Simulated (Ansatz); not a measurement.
# PtC (model cell, started as wurtzite): a soft mode frozen in

Which phase does PtC (model cell, started as wurtzite) fall into along its unstable mode, and how much energy does it gain?

Main program and level: Ansatz 0.2.0; DFT LDA, scalar-relativistic, plane waves, PAW.

The structure was built from a prototype and need not be the compound's stable phase.

## Step 1: The structure

The structure is hexagonal, space group P6_3mc (No. 186). The conventional cell has a = 3.159 Å, b = 3.159 Å, c = 5.778 Å, α = 90.00°, β = 90.00°, γ = 120.00°. Nearest to Pt lie 4 C at 1.99 to 2.08 Å. Nearest to C lie 4 Pt at 1.99 to 2.08 Å. Farther neighbours are not listed.

## Step 2: Response at finite wavevector

The cell comes from relaxations at this level that are not shown. Stability and thermal properties need the whole zone. Linear response on a 2×2×2 q mesh gives force constants as far as a supercell of that size would.

input.yaml

```yaml
crystal:
  lattice:
    - [3.1586945863, 0.0, 0.0]
    - [-1.5793472931, 2.7355097545, 0.0]
    - [0.0, 0.0, 5.7777226681]
  atoms:
    - { symbol: Pt, position: [0.3333333333, 0.6666666667, 0.0073871743] }
    - { symbol: Pt, position: [0.6666666667, 0.3333333333, 0.5073871743] }
    - { symbol: C, position: [0.3333333333, 0.6666666667, 0.3676128257] }
    - { symbol: C, position: [0.6666666667, 0.3333333333, 0.8676128257] }
kpoints:
  mp_grid: { grid: [16, 16, 8] }
hamiltonian:
  xc: lda
scf:
  occupations: { method: methfessel_paxton, width: 0.15 }
output:
  eigenvalues: true
phonons:
  method: dfpt
  qmesh: [2, 2, 2]
  temperatures: { t_max: 1000, t_step: 50 }
  qpath:
    path:
      - [[0.0, 0.0, 0.0], [0.5, 0.0, 0.0], [0.33333333, 0.33333333, 0.0], [0.0, 0.0, 0.0], [0.0, 0.0, 0.5], [0.5, 0.0, 0.5], [0.33333333, 0.33333333, 0.5], [0.0, 0.0, 0.5]]
      - [[0.5, 0.0, 0.5], [0.5, 0.0, 0.0]]
      - [[0.33333333, 0.33333333, 0.5], [0.33333333, 0.33333333, 0.0]]
    npoints: 10
```

Run with:

```console
> ansatz run input.yaml --threads 4 --pin off --max-ram 7168MiB --backend cpu --events-out ev --progress --plain --runs-dir out
```

Numbers of over 12 decimals in the logs are rounded to 6 here.

What it wrote:

```text
Warning: phonons: the dynamical matrix that this run interpolates holds no multipole term above the dipole-dipole one, and a site of this crystal is no centre of inversion, so its interpolated transverse optical and acoustic branches and sound speeds can stay off near Gamma, and the density of states and the thermodynamics with them. What a run solves at a wave vector of phonons.qpoints, Gamma apart, where the deck admits one, is free of this, and under fd what a larger phonons.supercell samples
Engine: ansatz 0.2.0, aarch64-unknown-linux-gnu
Pseudopotentials: kind: paw
Pseudopotential: Pt, paw, valence charge 18, recommended cutoff 420 eV (normal), Pt.paw.azcp
Pseudopotential: C, paw, valence charge 4, recommended cutoff 420 eV (normal), C.paw.azcp
Functional definition: SPW92
  exchange = slater_x
  correlation = pw_c
Crystal: 4 atoms, lattice volume = 49.923 Å³
Basis set: ecut = 420 eV, 931 PW (Γ), exchange–correlation on 48×48×80 points (8 copies of the dense FFT grid, shifted against one another)
Bands: 27, of which v1, the nominal top of the filled ones, is band 22 counted from 1 (21 counted from 0)
Symmetry: 12 space group operations
k-points: 150 of 2048 (time reversal used)
Non-local potential: Pt, projectors of the file, l = 0: 3, l = 1: 2, l = 2: 2, l = 3: 1
Non-local potential: C, projectors of the file, l = 0: 2, l = 1: 2, l = 2: 1
PAW form: soft (Blöchl's): semilocal exchange-correlation on the pseudo side does not see the compensation charge
PAW frozen core: Pt, regenerated for the run's functional, and the local potential with it (the file was generated under x = pbe(κ = 0.804, μ = 0.219515), c = pbe(β = 0.066725))
PAW frozen core: C, regenerated for the run's functional, and the local potential with it (the file was generated under x = pbe(κ = 0.804, μ = 0.219515), c = pbe(β = 0.066725))
PAW one-centre angular grid: Pt, 590 points (default); XC on 64 Gauss nodes
PAW one-centre angular grid: C, 110 points (default); XC on 64 Gauss nodes
Initial density: superposition of atomic densities (neutral atoms: chi_scale 0, normalization atom), corrected by the library's trained network
Initial wavefunctions: pseudopotential atomic-orbital guess
Functional: x = slater, c = lda
SCF iter   1: F=—  HF=-24972.177842 eV  |F-HF|=—  |Δ(HF+E_count)|=         —  Δρ=1.08e-2  dr2=3.98e-2  ethr=1.77e-3  ⟨swp⟩=5.4  Hψ=15718  notcnv=0
preconditioner: auto → Kerker (q_TF=auto, 2.671 Å⁻¹)  [metal: Δε(μ)=0.003 eV  Ē_g=9.000 eV  σ=0.150 eV  W_gap=0.02  n_scr=22 (ndim 8)  ℏωp=27.8 eV  f_vac=0.001  D(μ)=1.11/eV (n_scr^D=2)]
SCF iter   2: F=—  HF=-24972.168684 eV  |F-HF|=—  |Δ(HF+E_count)|=   9.16e-3  S|Δr|=    0.00e0  Δρ=5.50e-3  dr2=1.03e-2  ethr=9.04e-5  ⟨swp⟩=1.7  Hψ=6447  notcnv=0
SCF iter   3: F=—  HF=-24972.165397 eV  |F-HF|=—  |Δ(HF+E_count)|=   3.29e-3  S|Δr|=    0.00e0  Δρ=9.29e-4  dr2=5.02e-4  ethr=2.33e-5  ⟨swp⟩=2.0  Hψ=5752  notcnv=0
SCF iter   4: F=—  HF=-24972.165283 eV  |F-HF|=—  |Δ(HF+E_count)|=   1.15e-4  S|Δr|=    0.00e0  Δρ=2.29e-4  dr2=2.66e-5  ethr=1.14e-6  ⟨swp⟩=2.1  Hψ=5599  notcnv=0
SCF iter   5: F=—  HF=-24972.165282 eV  |F-HF|=—  |Δ(HF+E_count)|=   6.06e-7  S|Δr|=    0.00e0  Δρ=5.20e-5  dr2=1.43e-6  ethr=6.04e-8  ⟨swp⟩=1.9  Hψ=5740  notcnv=0
SCF iter   6: F=—  HF=-24972.165284 eV  |F-HF|=—  |Δ(HF+E_count)|=   1.74e-6  S|Δr|=    0.00e0  Δρ=1.38e-5  dr2=8.95e-8  ethr=3.25e-9  ⟨swp⟩=2.5  Hψ=6302  notcnv=0
SCF iter   7: F=—  HF=-24972.165284 eV  |F-HF|=—  |Δ(HF+E_count)|=   5.33e-9  S|Δr|=    0.00e0  Δρ=3.22e-6  dr2=5.40e-9  ethr=2.03e-10  ⟨swp⟩=2.7  Hψ=7083  notcnv=0
SCF iter   8: F=—  HF=-24972.165284 eV  |F-HF|=—  |Δ(HF+E_count)|=  2.18e-10  S|Δr|=    0.00e0  Δρ=5.87e-7  dr2=1.44e-10  ethr=1.23e-11  ⟨swp⟩=2.1  Hψ=5999  notcnv=0
SCF iter   9: F=-24972.165284 eV  HF=-24972.165284 eV  |F-HF|=3.64e-12  |Δ(HF+E_count)|=  3.27e-11  S|Δr|=    0.00e0  Δρ=1.15e-7  dr2=4.70e-12  ethr=1.00e-12  ⟨swp⟩=7.0  Hψ=17854  notcnv=0
SCF 1 converged in 9 iterations: F = -24972.165284 eV  dr2 = 4.70e-12
  greatest PAW one-centre occupation: 1.000 electrons in one spin orbital (limit 2), on the Pt atom at site 1 (counted from 0), in its partial waves of l = 0
Initial density: read from a saved state, or passed on in memory by an earlier SCF of this step, an earlier step, the calling program or the single point that the run made first
iter 1 solved again at ethr=9.49e-8 eV; its pass at ethr=3.10e-3 eV (dr2=4.18e-5 eV) is discarded
SCF iter   1: F=—  HF=-24972.165284 eV  |F-HF|=—  |Δ(HF+E_count)|=         —  Δρ=5.69e-7  dr2=7.93e-11  ethr=9.49e-8  ⟨swp⟩=3.0  Hψ=25564  notcnv=0
eigensolver tolerance schedule: the retry pair's looser diagonalisation over-reported the residual by 526161.40 of it (diagonalisation noise at an unbounded share of the residual, at the tolerance the schedule requests for it); recorded, not acted on — ethr = c·dr2/N_el stays at c = 1.0e-1
preconditioner: auto → Kerker (q_TF=auto, 2.671 Å⁻¹)  [metal: Δε(μ)=0.005 eV  Ē_g=9.006 eV  σ=0.150 eV  W_gap=0.03  n_scr=22 (ndim 8)  ℏωp=27.8 eV  f_vac=0.000  D(μ)=1.09/eV (n_scr^D=2)]
SCF iter   2: F=—  HF=-24972.165284 eV  |F-HF|=—  |Δ(HF+E_count)|=   2.46e-7  S|Δr|=    0.00e0  Δρ=2.37e-7  dr2=1.22e-11  ethr=1.00e-12  ⟨swp⟩=3.7  Hψ=11202  notcnv=0
SCF iter   3: F=-24972.165284 eV  HF=-24972.165284 eV  |F-HF|=2.55e-11  |Δ(HF+E_count)|=  2.18e-11  S|Δr|=    0.00e0  Δρ=1.58e-7  dr2=5.70e-12  ethr=1.00e-12  ⟨swp⟩=2.8  Hψ=9034  notcnv=0
SCF 2 converged in 3 iterations: F = -24972.165284 eV  dr2 = 5.70e-12
phonons: the bands overlap, so this run is a metal and interpolates without the dipole-dipole term. If the crystal is really an insulator or semiconductor, its LO-TO splitting is missing
NSCF: frozen V_eff on 150 k-points
WARN: eigensolver did not converge (k=148): 1 band(s) unlocked after 20 sweeps at ethr=1.77e-12 eV (storage-precision floor; scheduled 1.00e-12 eV) (lowest unlocked band 26, counted from 0; max residual 4.95e-5 eV among the unlocked bands, 4.95e-5 eV over every band; other slots of this pass that fall short are told together in one closing line; warning suppressed until the next SCF loop or pass starts)
WARN: eigensolver did not converge in 2 slots of this pass, the one above among them; of largest residual over every band (k=148): 1 band(s) unlocked (lowest unlocked band 26, counted from 0; max residual 4.95e-5 eV among the unlocked bands, 4.95e-5 eV over every band); of lowest unlocked band (k=148): band 26
NSCF: frozen V_eff on 554 k-points
DFPT response loops at q = (0, 0, 0) (fractional): preconditioner auto → Kerker (q_TF=auto, 2.671 Å⁻¹) (partly filled bands, converged f_vac=0.000); β = 1.00, the filter's whole step (`scf.mixing.beta` (0.50) is not read by the response loops under this deck's `scf.mixing.preconditioner`; to damp them name `kerker` or `kerker_dos`, under which they read `scf.mixing.beta`, and type it under 1.00, their step now; both keys bind the ground state too); Broyden in place of MSR1
NSCF: frozen V_eff on 1108 k-points
DFPT response loops at q = (0, 0, -0.5) (fractional): mixed as the last ones told, above
NSCF: frozen V_eff on 1108 k-points
DFPT response loops at q = (0, -0.5, 0) (fractional): mixed as the last ones told, above
NSCF: frozen V_eff on 1108 k-points
DFPT response loops at q = (0, -0.5, -0.5) (fractional): mixed as the last ones told, above
SCF converged after 9 iterations
Stability not checked: this state was not tested for a lower state beside it, because cold or Methfessel-Paxton smearing, or corrected tetrahedra, fill the levels in a way that the test cannot read (fill_not_monotonic; see scf.lower_state_search)
Free energy (F): -24972.165284 eV
Harris-Foulkes:  -24972.165284 eV  (|F-HF|=3.64e-12)
Internal energy: -24972.167018 eV  (E = F + TS)
E sigma→0 (E₀):  -24972.165717 eV
Entropy (-TS):   0.001735 eV (0.434 meV/atom)
Fermi energy:    16.966893 eV
--- Per-component energies (eV) ---
  E_band       = -471.411387
  E_kinetic    = 1448.592215
  E_local      = -4029.131854  (includes V_loc(G=0)·N_el)
  E_nonlocal   = 467.331283
  E_hartree    = 1484.431613
  E_xc         = -615.284438
  E_vxc        = -722.867790  (∫ρ·V_xc dr)
  E_paw        = -18537.302630  (= ΣΔE_a)
  E_vpaw       = -604.198872  (= ΣTr[D̂ρ^β])
  E_aug_tail   = 0.000408  (compensation charges beyond the density's cutoff)
  E_ewald      = -5191.857021
  E_core_change = 1.053404  (= ΣΔE_core)
  E_smearing   = 0.001735  (= −TS)
  E_closure    = 0.000000  (closes the sum)
  Σ components = -24972.165284   (vs F -24972.165284, Δ=0.00e0)
--- Band table (eV; the first three rows and the last of 150) ---
  k-point 0: bands = [... 18 lower, 13.5775, 13.5775, 14.2275, 19.7256, 19.7549, 19.7549, 21.6492, 22.0060, ... 1 higher]
  k-point 1: bands = [... 18 lower, 13.5528, 13.5528, 14.5459, 19.6591, 19.8199, 19.8199, 21.6508, 21.8955, ... 1 higher]
  k-point 2: bands = [... 18 lower, 13.4781, 13.4781, 15.3710, 19.3589, 20.0143, 20.0143, 21.5962, 21.5962, ... 1 higher]
  k-point 149: bands = [... 18 lower, 14.0121, 14.0121, 15.5342, 15.5342, 16.7038, 16.7038, 18.6393, 18.6393, ... 1 higher]
--- Phonons (Γ-DFPT): 4 representative perturbations + reference (Σ response iterations 14) ---
  ASR residual: 4.334e-5 → 0.000e0 eV/Å²; symmetrization residual: 5.705e-7 eV/Å²
  ASR residual per site (eV/Å²): 4.33e-5 4.33e-5 1.13e-5 1.13e-5
  Γ frequencies (cm⁻¹): 0.00 0.00 0.00 58.61 58.61 146.69 460.27 563.06 563.06 563.44 567.95 567.95
--- Phonons (arbitrary-q DFPT): 4 irreducible q on the 2×2×2 mesh ---
  q = [0.0000, 0.0000, 0.0000] (star 1, of the zone-centre solve; hermiticity 7.49e-8, symmetrization 5.99e-11): -0.00 -0.00 0.00 58.61 58.61 146.69 460.27 563.06 563.06 563.44 567.95 567.95
  q = [0.0000, 0.0000, -0.5000] (star 1, 4 solved perturbations in 1534 linear systems a pass and spin channel, the states on 554 of 2048 k-point pairs; hermiticity 5.26e-5, symmetrization 1.48e-5): 40.55 40.55 40.55 40.55 121.22 121.22 575.23 575.23 575.23 575.23 599.13 599.13
  q = [0.0000, -0.5000, 0.0000] (star 3, 6 solved perturbations on 554 of 2048 k-point pairs; hermiticity 2.72e-7, symmetrization 3.75e-10): -76.02 -40.47 65.20 74.29 119.24 149.76 443.08 516.76 539.66 547.35 621.01 644.97
  q = [0.0000, -0.5000, -0.5000] (star 3, 6 solved perturbations on 554 of 2048 k-point pairs; hermiticity 1.11e-5, symmetrization 4.29e-6): 50.74 50.74 71.46 71.46 128.28 128.28 512.38 512.38 555.50 555.50 629.16 629.16
  sum rule: each row above includes the acoustic sum rule's correction from the zone centre's row sums; it moved no ω² by more than (0.51 cm⁻¹)²
  mesh force constants: q→R imaginary residual 8.29e-18; ASR residual 4.334e-5 → 0.000e0 eV/Å²; symmetrization residual 1.421e-14 eV/Å²
  interpolated dispersion: 93 rows × 12 modes
  density of states and harmonic sums: on the 22×22×12 q-mesh, interpolated from the force constants of a 2×2×2 supercell (no non-analytic term)
  largest difference from the sums on the solved wave vectors: F 6.91e-2 eV, S 9.26e-5 and C_V 2.35e-5 eV/K
  zero-point energy: 0.235913 eV/cell   skipped modes (ω ≤ 0): 306, of them read as no rigid motion or as one in doubt: 303 (8.523e-1 modes/cell left out, lowest -81.93 cm⁻¹)   left out of the sums: 7.11e-2 of the cell's modes: C_V's classical limit lies that fraction below 3 k_B per atom; for a crystal, a wire or a layer, F and S can be off by more, and a phonons.interpolated_qmesh denser along its periods is the remedy for the sampling
```

It took 13 min on 4 threads of Arm Neoverse N1, shared host; peak memory 1.9 GiB.

This step gave:

```yaml
volume_per_atom: 12.48 Å³
gap_on_the_k_mesh: 0 eV
sum_rule_residual_before_enforcement: 4.33e-5 eV/Å²
lowest_frequency_on_the_path: -82.05 cm⁻¹
point_group: 6mm
highest_frequency_on_the_path_or_at_a_solved_wavevector: 645 cm⁻¹
highest_optical_mode_at_the_zone_centre_no_lo_to_term: 568.0 cm⁻¹
lowest_optical_zone_centre_mode: 58.61 cm⁻¹
lowest_mode_on_the_q_mesh_acoustic_modes_at_gamma_apart: -76.02 cm⁻¹
```

Frequencies (cm⁻¹) solved at each irreducible wavevector; negative means imaginary. Frequencies by wavevector, by row:

```csv
q in reciprocal lattice units,star,mode 1,mode 2,mode 3,mode 4,mode 10,mode 11,mode 12
0 0 0,1,0,0,0,58.6,563.4,568,568
0 0 -0.5,1,40.5,40.5,40.5,40.5,575.2,599.1,599.1
0 -0.5 0,3,-76,-40.5,65.2,74.3,547.4,621,645
0 -0.5 -0.5,3,50.7,50.7,71.5,71.5,555.5,629.2,629.2
```

Interpolated from a 2×2×2 q mesh, rough between the solved points. Phonon branches along the path, in cm⁻¹:

```csv
point,branch 1,branch 2,branch 3,branch 4,branch 9,branch 10,branch 11,branch 12
Γ,0,0,0,59,563,563,568,568
halfway,-57,-12,47,66,551,558,598,610
M,-76,-40,65,74,540,547,621,645
halfway,-78,-49,84,85,556,567,613,630
K,-67,-67,91,96,580,589,602,602
halfway,-71,-18,67,68,558,563,603,608
Γ,0,0,0,59,563,563,568,568
halfway,22,22,54,54,569,572,572,590
A,40,40,40,40,575,575,599,599
halfway,58,58,61,61,566,566,607,607
L,51,51,72,72,556,556,629,629
halfway,44,44,84,84,569,569,618,618
H,38,38,92,92,590,590,597,597
halfway,59,59,66,66,572,572,606,606
A,40,40,40,40,575,575,599,599
jump to L,51,51,72,72,556,556,629,629
halfway,-46,38,68,74,547,552,623,640
M,-76,-40,65,74,540,547,621,645
jump to H,38,38,92,92,590,590,597,597
halfway,-40,-40,91,95,584,591,600,600
K,-67,-67,91,96,580,589,602,602
```

Symmetry leaves 4 wavevectors to solve. The lowest mode among them, the acoustic zeros apart, lies at q = (0, -0.5, 0) and is imaginary, 76.0i cm⁻¹, so the energy falls along it. Between them the interpolated path dips to 82i cm⁻¹.

## Step 3: The mode frozen in, largest atomic shift 0 Å

The mode followed lies at q = (0, -0.5, 0) with frequency 76.0i cm⁻¹, the softest among the wavevectors solved. At small amplitude the distorted cell has space group no. 26 by a symmetry search on the positions. The undistorted cell that holds it gives the zero of energy on the same k mesh.

System of this step: PtC (model cell, started as wurtzite). Symmetry: P6_3mc, No. 186, hexagonal system. Conventional cell: a = 3.159 Å, b = 3.159 Å, c = 5.778 Å, α = 90.00°, β = 90.00°, γ = 120.00°. Nearest to Pt lie 4 C at 1.99 to 2.08 Å. Nearest to C lie 4 Pt at 1.99 to 2.08 Å. Farther neighbours are not listed.

input.yaml

```yaml
crystal:
  lattice:
    - [3.1586945863, 0.0, 0.0]
    - [0.0, 5.471019509, 0.0]
    - [0.0, 0.0, 5.7777226681]
  atoms:
    - { symbol: Pt, position: [0.0, 0.3333333333, 0.0073871743] }
    - { symbol: Pt, position: [0.5, 0.8333333333, 0.0073871743] }
    - { symbol: Pt, position: [0.5, 0.1666666667, 0.5073871743] }
    - { symbol: Pt, position: [0.0, 0.6666666667, 0.5073871743] }
    - { symbol: C, position: [0.0, 0.3333333333, 0.3676128257] }
    - { symbol: C, position: [0.5, 0.8333333333, 0.3676128257] }
    - { symbol: C, position: [0.5, 0.1666666667, 0.8676128257] }
    - { symbol: C, position: [0.0, 0.6666666667, 0.8676128257] }
kpoints:
  mp_grid: { grid: [10, 6, 6] }
hamiltonian:
  xc: lda
scf:
  occupations: { method: methfessel_paxton, width: 0.15 }
output:
  forces: true
  stress: true
  eigenvalues: true
```

What it wrote:

```text
[...]
Crystal: 8 atoms, lattice volume = 99.846 Å³
Basis set: ecut = 420 eV, 1927 PW (Γ)
Bands: 53, of which v1, the nominal top of the filled ones, is band 44 counted from 1 (43 counted from 0)
Symmetry: 8 space group operations
[...]
k-points: 96 of 360 (time reversal used)
[...]
k-point 0: bands = [... 40 lower, 14.3107, 14.6388, 15.2491, 15.9469, 16.9818, 18.9289, 19.7244, 19.7546, ... 5 higher]
  k-point 1: bands = [... 40 lower, 14.6312, 14.7784, 15.1254, 16.2144, 17.2396, 18.7462, 19.5936, 19.8700, ... 5 higher]
  k-point 2: bands = [... 40 lower, 14.6741, 14.9438, 16.0890, 16.7937, 17.8792, 18.2285, 18.9447, 19.3874, ... 5 higher]
  k-point 95: bands = [... 40 lower, 14.7876, 14.7876, 14.7876, 14.7876, 17.5131, 17.5131, 17.5131, 17.5131, ... 5 higher]
[key lines of the parts left out:]
SCF converged after 7 iterations
Free energy (F): -49944.308312 eV
Fermi energy:    17.030169 eV
P = ⅓ Tr σ = -0.0576 GPa (-0.576 kbar)
```

It took 17 s on 4 threads; peak memory 0.6 GiB; 67 s of CPU time.

Numbers from this step:

* pressure: -0.05761 GPa
* energy from the undistorted cell: 0 meV/atom

The run ends at a pressure of -0.06 GPa, with forces up to 0.043 eV/Å.

## Step 4: The mode frozen in, largest atomic shift 0.22 Å

The atoms are moved along the unstable eigenvector, the largest shift by 0.22 Å, with the cell fixed.

input.yaml, the sections that differ from step 3:

```yaml
crystal:
  lattice:
    - [3.1586945863, 0.0, 0.0]
    - [0.0, 5.471019509, 0.0]
    - [0.0, 0.0, 5.7777226681]
  atoms:
    - { symbol: Pt, position: [0.0, 0.3131236934, 0.023389131] }
    - { symbol: Pt, position: [0.5, 0.8535429733, -0.0086147824] }
    - { symbol: Pt, position: [0.5, 0.1464570267, 0.4913852176] }
    - { symbol: Pt, position: [0.0, 0.6868763066, 0.523389131] }
    - { symbol: C, position: [0.0, 0.3534925888, 0.4005595247] }
    - { symbol: C, position: [0.5, 0.8131740779, 0.3346661267] }
    - { symbol: C, position: [0.5, 0.1868259221, 0.8346661267] }
    - { symbol: C, position: [0.0, 0.6465074112, 0.9005595247] }
# kpoints, hamiltonian, scf, output: as in step 3
```

What it wrote:

```text
[...]
Crystal: 8 atoms, lattice volume = 99.846 Å³
Basis set: ecut = 420 eV, 1927 PW (Γ)
Bands: 53, of which v1, the nominal top of the filled ones, is band 44 counted from 1 (43 counted from 0)
Symmetry: 4 space group operations
[...]
k-points: 96 of 360 (time reversal used)
[...]
k-point 0: bands = [... 40 lower, 14.4131, 14.6460, 14.7774, 15.9062, 16.9203, 18.8416, 19.5593, 19.6265, ... 5 higher]
  k-point 1: bands = [... 40 lower, 14.3107, 14.7191, 14.8726, 16.0943, 17.1781, 18.6766, 19.3779, 19.5543, ... 5 higher]
  k-point 2: bands = [... 40 lower, 14.3822, 14.6206, 15.7935, 16.5006, 17.8009, 18.2562, 18.8190, 19.1650, ... 5 higher]
  k-point 95: bands = [... 40 lower, 14.7270, 14.7270, 14.7347, 14.7347, 17.1580, 17.1580, 17.7899, 17.7899, ... 5 higher]
[key lines of the parts left out:]
SCF converged after 7 iterations
Free energy (F): -49944.378176 eV
Fermi energy:    16.829480 eV
P = ⅓ Tr σ = -4.3604 GPa (-43.604 kbar)
```

It took 17 s on 4 threads; peak memory 0.6 GiB; 68 s of CPU time.

This step gave:

| Item | Value |
| --- | --- |
| pressure | -4.360 GPa |
| energy from the undistorted cell | -8.693 meV/atom |

The energy, extrapolated to zero smearing, is -8.69 meV/atom against the undistorted cell.

The run ends at a pressure of -4.36 GPa, with forces up to 0.76 eV/Å.

## Step 5: Energy along the mode, all amplitudes (two of the runs are shown above)

An imaginary frequency means negative curvature, so the energy should fall and then rise again as anharmonic terms take over.

This step gave:

| Quantity | Value |
| --- | --- |
| depth at the lowest point sampled | 8.693 meV/atom |
| largest atomic shift at that point | 0.22 Å |

Table of energy from the parent by largest atomic shift:

```csv
largest atomic shift (Å),energy from the parent (meV/atom)
0.000,0
0.040,-1.05
0.080,-3.59
0.140,-7.82
0.220,-8.69
0.320,18.4
```

Displacement at unit largest shift by atom:

```csv
atom,x (Å),y (Å),z (Å),size
Pt1,0.000,-0.503,0.420,0.655
Pt2,0.000,0.503,-0.420,0.655
Pt3,0.000,-0.503,-0.420,0.655
Pt4,0.000,0.503,0.420,0.655
C5,0.000,0.501,0.865,1.000
C6,0.000,-0.501,-0.865,1.000
C7,0.000,0.501,-0.865,1.000
C8,0.000,-0.501,0.865,1.000
```

The lowest of the steps tried is at 0.22 Å, 8.69 meV/atom below the parent; the bottom of the well need not coincide with a step.

[end of part 1 of 2]

[Logs are printed without paths, hosts, clocks, repeated set-up lines and the standing remarks that a program may print on its own settings, such as how far it seeks lower states.]

[Hosts, paths, dates, database ids (printed as entryN), source tags and the programs' standing remarks are cut or masked in the printed files.]
